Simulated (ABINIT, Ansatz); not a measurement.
# CaC2 (I4/mmm): bands and cutoff in G0W0 with ABINIT, part 2 of 2

Wanted: a converged G0W0 gap of CaC2 (I4/mmm), or an estimate of the limit.

ABINIT 10.8.3; PBEsol and many-body steps on it, plane waves. Known limits of the many-body steps: not at the basis limit; coarse k mesh.

So far. Step 3 (Screening, 4×4×4 mesh, 22 bands, screening to 62.6 eV): Local fields lower ε∞ by 13 %. On a Γ-centred mesh this coarse the value itself is usually too large, while a short band sum pulls it down. Step 4 (22 bands, 62.6 eV): The gap on the mesh goes from 1.21 eV to 2.92 eV, a correction of +1.72 eV.

### Step 6. 53 bands, 114.3 eV

This step: G0W0 on PBEsol, plane waves, norm-conserving pseudopotentials.

Contents of run.abi:

```
acell 3*1.0 Angstrom
rprim 
  -1.934298599400 1.934298599400 3.202111242500
  1.934298599400 -1.934298599400 3.202111242500
  1.934298599400 1.934298599400 -3.202111242500
ntypat 2
znucl 20 6
natom 3
typat 1 2 2
xred 
  0.000000000000 0.000000000000 0.000000000000
  0.597892720000 0.597892720000 0.000000000000
  0.402107280000 0.402107280000 0.000000000000
pp_dirpath "pseudos"
pseudos "Ca.upf, C.upf"
ecut 37
ngkpt 4 4 4
nshiftk 1
shiftk 0 0 0
kptopt 1
chksymbreak 0
istwfk *1
occopt 1
irdwfk 1
optdriver 4
nband 53
gwcalctyp 0
ecutsigx 37
symsigma 1
nkptgw 3
kptgw 
  0.5000000000 0.5000000000 0.5000000000
  0.5000000000 0.5000000000 0.0000000000
  0.0000000000 0.0000000000 0.0000000000
bdgw 
  7 11
  8 11
  8 11
ecuteps 4.2
irdscr 1
ppmodel 1
indata_prefix "in"
outdata_prefix "out"
tmpdata_prefix "tmp"
```

Started as:

```bash
$ OMP_NUM_THREADS=1 mpirun -n 4 abinit run.abi > log
```

The program printed:

```text
.Version 10.8.3 of ABINIT. v10.8.2 released Aug 2026.

 Symmetries : space group I4/m m m (#139); Bravais tI (body-center tetrag.)
[... echo of the input left out ...]
== DATASET  1 ==================================================================
-   mpi_nproc: 4, omp_nthreads: 1 (-1 if OMP is not activated)

--- !DatasetInfo
iteration_state: {dtset: 1, }
dimensions: {natom: 3, nkpt: 13, mband: 53, nsppol: 1, nspinor: 1, nspden: 1, mpw: 3508, }
cutoff_energies: {ecut:  37.0, pawecutdg:  -1.0, }
electrons: {nelect:   1.80000000E+01, charge:   0.00000000E+00, occopt:   1.00000000E+00, tsmear:   1.00000000E-02, }

 SIGMA: Calculation of the GW corrections

 Based on a program developped by R.W. Godby, V. Olevano, G. Onida, and L. Reining.
 Incorporated in ABINIT by V. Olevano, G.-M. Rignanese, and M. Torrent.
.Using double precision arithmetic ; gwpc =  8

[... cell and pseudopotentials left out ...]
--------------------------------------------------------------------------------

 ==== K-mesh for the wavefunctions ====
 Number of points in the irreducible wedge :    13
[... list of points left out ...]
 Together with 16 symmetry operations and time-reversal symmetry
 yields    64 points in the full Brillouin Zone.

 ==== Q-mesh for screening function ====
 Number of points in the irreducible wedge :    13
[... list of points left out ...]
 Together with 16 symmetry operations and time-reversal symmetry
 yields    64 points in the full Brillouin Zone.

 vcoul_init : cutoff-mode = AUXILIARY_FUNCTION
 q-points for optical limit:   1
     1)      0.000010    0.000020    0.000030
 setmesh: FFT mesh size selected  =    72x   72x   72
          total number of points  =       373248

 Number of electrons calculated from density =   18.0000; Expected =   18.0000
[...]
number of plane-waves for wavefunctions          3441
 number of bands                                    53
 number of q-points in IBZ                          13
 number of frequencies                               2
 number of real frequencies                          1
 number of imag frequencies                          1

 matrix elements of self-energy operator (all in [eV])

 Perturbative Calculation

--- !SelfEnergy_ee
iteration_state: {dtset: 1, }
kpoint     : [   0.500,    0.500,    0.500, ]
spin       : 1
KS_gap     :    3.172
QP_gap     :    5.210
Delta_QP_KS:    2.038
data: !SigmaeeData |
     Band     E0 <VxcDFT>   SigX SigC(E0)      Z dSigC/dE  Sig(E)    E-E0       E
        7   1.522 -13.535 -16.713   2.241   0.783  -0.277 -14.269  -0.734   0.788
        8   1.522 -13.535 -16.713   2.241   0.783  -0.277 -14.269  -0.734   0.788
        9   3.148 -14.879 -18.776   3.269   0.778  -0.285 -15.368  -0.489   2.659
[...]
--- !SelfEnergy_ee
iteration_state: {dtset: 1, }
kpoint     : [   0.500,    0.500,    0.000, ]
spin       : 1
KS_gap     :    2.264
QP_gap     :    4.220
Delta_QP_KS:    1.956
data: !SigmaeeData |
     Band     E0 <VxcDFT>   SigX SigC(E0)      Z dSigC/dE  Sig(E)    E-E0       E
[...]
--- !SelfEnergy_ee
iteration_state: {dtset: 1, }
kpoint     : [   0.000,    0.000,    0.000, ]
spin       : 1
KS_gap     :    4.165
QP_gap     :    6.502
Delta_QP_KS:    2.337
data: !SigmaeeData |
     Band     E0 <VxcDFT>   SigX SigC(E0)      Z dSigC/dE  Sig(E)    E-E0       E
[...]
10   6.317 -12.062  -6.650  -3.333   0.815  -0.227 -10.368   1.695   8.012
       11   6.317 -12.062  -6.650  -3.333   0.815  -0.227 -10.368   1.695   8.012

== END DATASET(S) ==============================================================
================================================================================

 -outvars: echo values of variables after computation  --------
           etotal      0.0000000000E+00
            nband          53
             nkpt          13
          spgroup         139
 [... the other variables as echoed above ...]

 Calculation completed.
```

Wall time 13 s (4 MPI ranks of Arm Neoverse V2, shared host); peak memory 1.8 GiB.

This step gave:

```yaml
g0w0_gap_on_the_points_computed: 2.977 eV
starting_gap_on_the_mesh: 1.205 eV
k_of_the_valence_top: 0.5, 0.5, 0.5
k_of_the_conduction_bottom: 0.5, 0.5, 0
z_at_the_valence_top: 0.778
z_at_the_conduction_bottom: 0.823
least_direct_g0w0_gap_on_the_computed_points: 4.220 eV
```

Against G0W0 in ABINIT (4×4×4 mesh, 22 bands, screening to 62.6 eV, Godby-Needs plasmon pole), the gap moves by +0.053 eV.

### Step 7. Screening, 4×4×4 mesh, 117 bands, screening to 176.9 eV

This step: RPA screening on PBEsol, plane waves, norm-conserving pseudopotentials.

Changes to run.abi since step 6:

```diff
@@ -24,19 +24,8 @@
 irdwfk 1
-optdriver 4
-nband 53
-gwcalctyp 0
-ecutsigx 37
-symsigma 1
-nkptgw 3
-kptgw 
-  0.5000000000 0.5000000000 0.5000000000
-  0.5000000000 0.5000000000 0.0000000000
-  0.0000000000 0.0000000000 0.0000000000
-bdgw 
-  7 11
-  8 11
-  8 11
-ecuteps 4.2
-irdscr 1
-ppmodel 1
+optdriver 3
+nband 117
+ecuteps 6.5
+inclvkb 2
+awtr 1
+symchi 1
 indata_prefix "in"
```

The program printed:

```text
.Version 10.8.3 of ABINIT. v10.8.2 released Aug 2026.

 Symmetries : space group I4/m m m (#139); Bravais tI (body-center tetrag.)
[... echo of the input left out ...]
== DATASET  1 ==================================================================
-   mpi_nproc: 4, omp_nthreads: 1 (-1 if OMP is not activated)

--- !DatasetInfo
iteration_state: {dtset: 1, }
dimensions: {natom: 3, nkpt: 13, mband: 117, nsppol: 1, nspinor: 1, nspden: 1, mpw: 3508, }
cutoff_energies: {ecut:  37.0, pawecutdg:  -1.0, }
[...]
--------------------------------------------------------------------------------
[... chi0 elements left out ...]
 For q-point:  0.000010 0.000020 0.000030
  dielectric constant =   3.5758
  dielectric constant without local fields =   4.1703

  Average fulfillment of the sum rule on Im[epsilon] for q-point    1 :     75.45  [%]
[... wings left out ...]
  q-point number  2        q = ( 0.250000, 0.000000, 0.000000) [r.l.u.]
--------------------------------------------------------------------------------
[... chi0 elements left out ...]
  Average fulfillment of the sum rule on Im[epsilon] for q-point    2 :     82.42  [%]

 [... 11 further q-points ...]
```

Wall time 2.6 min (4 MPI ranks); peak memory 3.1 GiB; 11 min of CPU time.

Numbers from this step:

| Quantity | Value |
| --- | --- |
| ε∞ with local fields, on this mesh, along the program's q direction | 3.576 |
| the same without local fields | 4.170 |
| plasma frequency | 22.76 eV |
| plane waves in the screening matrix | 271 |

### Step 8. 117 bands, 176.9 eV

This step: G0W0 on PBEsol, plane waves, norm-conserving pseudopotentials.

Changes to run.abi since step 7:

```diff
@@ -24,8 +24,19 @@
 irdwfk 1
-optdriver 3
+optdriver 4
 nband 117
+gwcalctyp 0
+ecutsigx 37
+symsigma 1
+nkptgw 3
+kptgw 
+  0.5000000000 0.5000000000 0.5000000000
+  0.5000000000 0.5000000000 0.0000000000
+  0.0000000000 0.0000000000 0.0000000000
+bdgw 
+  7 11
+  8 11
+  8 11
 ecuteps 6.5
-inclvkb 2
-awtr 1
-symchi 1
+irdscr 1
+ppmodel 1
 indata_prefix "in"
```

The program printed:

```text
.Version 10.8.3 of ABINIT. v10.8.2 released Aug 2026.

 Symmetries : space group I4/m m m (#139); Bravais tI (body-center tetrag.)
[... echo of the input left out ...]
== DATASET  1 ==================================================================
-   mpi_nproc: 4, omp_nthreads: 1 (-1 if OMP is not activated)

--- !DatasetInfo
iteration_state: {dtset: 1, }
dimensions: {natom: 3, nkpt: 13, mband: 117, nsppol: 1, nspinor: 1, nspden: 1, mpw: 3508, }
cutoff_energies: {ecut:  37.0, pawecutdg:  -1.0, }
[...]
Band     E0 <VxcDFT>   SigX SigC(E0)      Z dSigC/dE  Sig(E)    E-E0       E
[...]
10   6.317 -12.062  -6.650  -3.694   0.812  -0.232 -10.668   1.395   7.712
       11   6.317 -12.062  -6.650  -3.694   0.812  -0.232 -10.668   1.395   7.712

== END DATASET(S) ==============================================================
================================================================================

 -outvars: echo values of variables after computation  --------
           etotal      0.0000000000E+00
            nband         117
             nkpt          13
          spgroup         139
 [... the other variables as echoed above ...]

 Calculation completed.
```

Elapsed: 31 s, on 4 MPI ranks; peak memory 2.9 GiB; 2.1 min of CPU time.

Numbers from this step:

```yaml
g0w0_gap_on_the_points_computed: 3.084 eV
starting_gap_on_the_mesh: 1.205 eV
k_of_the_valence_top: 0.5, 0.5, 0.5
k_of_the_conduction_bottom: 0.5, 0.5, 0
least_direct_g0w0_gap_on_the_computed_points: 4.283 eV
```

Against G0W0 in ABINIT (4×4×4 mesh, 53 bands, screening to 114.3 eV, Godby-Needs plasmon pole), the gap moves by +0.107 eV.

### Step 9. The runs together

Times are wall times on 4 MPI ranks of Arm Neoverse V2, shared host, good to a factor of about two. A run's time includes the screening step that it read.

```csv
run,mesh,bands,screening cutoff (eV),DFT gap (eV),gap on the mesh (eV),direct (eV),ε∞ used,time
"22 bands, 62.6 eV",4×4×4,22,62.6,1.205,2.924,4.214,3.54,29 s
"53 bands, 114.3 eV",4×4×4,53,114.3,1.205,2.977,4.220,3.57,69 s
"117 bands, 176.9 eV",4×4×4,117,176.9,1.205,3.084,4.283,3.58,3.2 min
```

### Step 10. Outcome

| Quantity | Value |
| --- | --- |
| 22 bands, 62.6 eV | 2.924 eV |
| 53 bands, 114.3 eV | 2.977 eV |
| 117 bands, 176.9 eV | 3.084 eV |
| known limits | not at the basis limit; coarse k mesh |

In words: From the first rung to the last the gap moves by +0.16 eV for 6.5 times the time. The steps are not yet shrinking, so no limit is drawn. In the G0W0 runs levels were corrected at 3 k points alone, so a gap called «on the mesh» is the least over those, and an edge elsewhere would be missed. The 4×4×4 mesh is coarse for this cell, which bears on the long-range parts of exchange and screening.

[Paths, hosts, dates, memory and timing lines, banners, echoed tables and standing remarks are left out of the program output.]

[Logs are printed without paths, hosts, clocks, repeated set-up lines and the standing remarks that a program may print on its own settings, such as how far it seeks lower states.]

[Runs of the session that timed out or met a known fault of the program may be left out.]

[Hosts, paths, dates, database ids (printed as entryN), source tags and the programs' standing remarks are cut or masked in the printed files.]

[G0W0 gaps are taken among the corrected bands and points alone; a level outside them can change the order at an edge.]

[Where Ansatz stands beside ABINIT at settings called matched, ABINIT's density can come from a denser mesh and the files from another edition; pairs whose starting gaps differed by over 0.03 eV were left out, so agreement reads better than it is.]
